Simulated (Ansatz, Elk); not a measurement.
# AlC: X-ray structure factors from the self-consistent density, part 2 of 2

Structure refinements treat a crystal as free atoms side by side. For a made-up structure of AlC (cell and positions from a PBE relaxation) the runs below show what the calculated density changes in F(hkl).

Elk 11.2.3 (patched build); all-electron DFT.

So far: The starting structure; Ground state and structure factors; The highest occupied states alone.

The structure was built from a prototype and need not be the compound's stable phase.

### Step 4. Another functional

Level of this step: DFT, LDA (Perdew-Wang), all-electron APW+lo, Dirac cores, scalar-relativistic bands, static density, no spin (Elk).

The difference from free atoms is small, so it is set against the change that LDA (Perdew-Wang) makes.

Contents of elk.in:

```
tasks
  0
  195

xctype
  3

spinpol
  .false.

rgkmax
  7.0

gmaxvr
  14.0

lmaxo
  7

lmaxapw
  8

swidth
  0.002

tshift
  .false.

ramdisk
  .false.

hmaxvr
  5.5

maxscl
  120

epspot
  1e-06

sppath
  './'

avec
  0.00000000000 4.39930561209 4.39930561209
  4.39930561209 0.00000000000 4.39930561209
  4.39930561209 4.39930561209 -0.00000000000

atoms
  2
  'Al.in'
  1
  0.0000000000 -0.0000000000 -0.0000000000   0.000000 0.000000 0.000000
  'C.in'
  1
  0.7500000000 0.7500000000 0.7500000000   0.000000 0.000000 0.000000

ngridk
  8 8 8
```

The run is started by

```bash
$ OMP_NUM_THREADS=4 elk
```

Numbers of over 12 decimals in the logs are rounded to 6 here.

Log:

```text
┌─────────────────────────┐
│ Elk code version 11.2.3 │
└─────────────────────────┘

All units are atomic (Hartree, Bohr, etc.)

┌─────────────────────────────────────────────────┐
│ Ground-state run starting from atomic densities │
└─────────────────────────────────────────────────┘

Lattice vectors :
   0.000000000       4.399305612       4.399305612
   4.399305612       0.000000000       4.399305612
   4.399305612       4.399305612      -0.000000000

Reciprocal lattice vectors :
 -0.7141110281      0.7141110281      0.7141110281
[...]
interstitial                :    2.931975622
 muffin-tins (core leakage)
  species : 1 (Al)
   atom 1                    :    11.15539496     (  0.1014922679E-02)
  species : 2 (C)
   atom 1                    :    4.912629419     (  0.6178512326E-05)
 total in muffin-tins        :    16.06802438
 total calculated charge     :    18.99889696
 total charge                :    19.00000000
 error                       :   0.1103039973E-02

┌──────────────────────────────┐
│ Self-consistent loop stopped │
└──────────────────────────────┘

Warning : core states of species 1 leak from the muffin-tin :   0.1014922679E-02

Wrote STATE.OUT
[key lines of the parts left out:]
total energy                :     -279.68313445497
```

Elapsed: 4 s, on 4 threads of Arm Neoverse V1, shared host; peak memory 0.2 GiB; 12 s of CPU time.

Against the first run R = 0.19 %; the largest change is -0.019 at 222.

### Step 5. Basis size

A smaller basis shows how fast F responds to it; the change is likely larger than the basis error of the first run, but doesn't show convergence.

Edit elk.in of step 4 so:

```diff
@@ -5,3 +5,3 @@
 xctype
-  3
+  20
 
@@ -11,3 +11,3 @@
 rgkmax
-  7.0
+  5.5
```

The run is started by

```bash
$ OMP_NUM_THREADS=4 elk
```

Log:

```text
┌─────────────────────────┐
│ Elk code version 11.2.3 │
└─────────────────────────┘

All units are atomic (Hartree, Bohr, etc.)

┌─────────────────────────────────────────────────┐
│ Ground-state run starting from atomic densities │
└─────────────────────────────────────────────────┘

Lattice vectors :
   0.000000000       4.399305612       4.399305612
   4.399305612       0.000000000       4.399305612
   4.399305612       4.399305612      -0.000000000

Reciprocal lattice vectors :
 -0.7141110281      0.7141110281      0.7141110281
[...]
interstitial                :    2.959560722
 muffin-tins (core leakage)
  species : 1 (Al)
   atom 1                    :    11.13521586     (  0.9575449417E-03)
  species : 2 (C)
   atom 1                    :    4.905223417     (  0.9317256115E-05)
 total in muffin-tins        :    16.04043928
 total calculated charge     :    18.99896575
 total charge                :    19.00000000
 error                       :   0.1034249918E-02

┌──────────────────────────────┐
│ Self-consistent loop stopped │
└──────────────────────────────┘

Warning : core states of species 1 leak from the muffin-tin :   0.9575449417E-03

Wrote STATE.OUT
[key lines of the parts left out:]
total energy                :     -280.86593979846
```

Wall time 4.5 s (4 threads); peak memory 0.2 GiB.

Against the first run R = 0.05 %; the largest change is +0.014 at 222.

### Step 6. Basis size

The basis and the expansions that go with it are enlarged, to see whether the differences are converged.

Edit elk.in of step 5 so:

```diff
@@ -11,12 +11,12 @@
 rgkmax
-  5.5
+  8.5
 
 gmaxvr
-  14.0
+  18.0
 
 lmaxo
-  7
+  9
 
 lmaxapw
-  8
+  10
```

The run is started by

```bash
$ OMP_NUM_THREADS=4 elk
```

Log:

```text
┌─────────────────────────┐
│ Elk code version 11.2.3 │
└─────────────────────────┘

All units are atomic (Hartree, Bohr, etc.)

┌─────────────────────────────────────────────────┐
│ Ground-state run starting from atomic densities │
└─────────────────────────────────────────────────┘

Lattice vectors :
   0.000000000       4.399305612       4.399305612
   4.399305612       0.000000000       4.399305612
   4.399305612       4.399305612      -0.000000000

Reciprocal lattice vectors :
 -0.7141110281      0.7141110281      0.7141110281
[...]
interstitial                :    2.933012456
 muffin-tins (core leakage)
  species : 1 (Al)
   atom 1                    :    11.13620586     (  0.9569010146E-03)
  species : 2 (C)
   atom 1                    :    4.930781682     (  0.9351569864E-05)
 total in muffin-tins        :    16.06698754
 total calculated charge     :    18.99898235
 total charge                :    19.00000000
 error                       :   0.1017648452E-02

┌──────────────────────────────┐
│ Self-consistent loop stopped │
└──────────────────────────────┘

Warning : core states of species 1 leak from the muffin-tin :   0.9569010146E-03

Wrote STATE.OUT
[key lines of the parts left out:]
total energy                :     -280.87884632152
```

Run time: 15 s. Hardware: 4 threads; peak memory 0.2 GiB.

Against the first run R = 0.01 %; the largest change is -0.002 at 333.

### Step 7. Settings against the effect

```
                              run  R against the first run (%)  R against neutral atoms, low angle (%)  wall time
                    PBE, rgkmax 7                         0.00                                    2.13      5.8 s
                LDA (Perdew-Wang)                         0.19                                    2.05        4 s
                       rgkmax 5.5                         0.05                                    2.07      4.5 s
rgkmax 8.5 with larger expansions                         0.01                                    2.13       15 s
```

### Step 8. Outcome

```
R against neutral atoms, sin θ/λ < 0.3 Å⁻¹ : 2.13 %
R against neutral atoms, 0.3 to 0.82 Å⁻¹   : 0.18 %
```

**Reading.** Independent neutral atoms miss the calculated amplitudes by R = 2.13 % below 0.3 Å⁻¹ and 0.18 % from there to 0.82 Å⁻¹; by shells, 2.13 % 0.15 to 0.3 (2 forms), 0.47 % 0.3 to 0.45 (4 forms), 0.13 % above 0.45 (19 forms). Bonding, aspherical density and the tables' own atoms all enter these figures, and the runs don't part them. The largest change of an amplitude is -0.22 electrons, at 200. R counts amplitudes alone; phases shift too. The window's part falls from 6.3 electrons at the origin to at most 0.08 between 0.45 and 0.82 Å⁻¹. Below 0.3 Å⁻¹ the changes that finished (LDA (Perdew-Wang), rgkmax 5.5 and rgkmax 8.5 with larger expansions) move F by R = 0.08 % at most, against the 2.13 % that separates it from free atoms. The k-mesh has no finished test. Part of the difference isn't bonding: the tables are fits to free atoms and ions calculated by other methods than this functional. Thermal motion, anomalous dispersion and extinction are left out.

[Logs are printed without paths, hosts, clocks, repeated set-up lines and the standing remarks that a program may print on its own settings, such as how far it seeks lower states.]

[Hosts, paths, dates, database ids (printed as entryN), source tags and the programs' standing remarks are cut or masked in the printed files.]
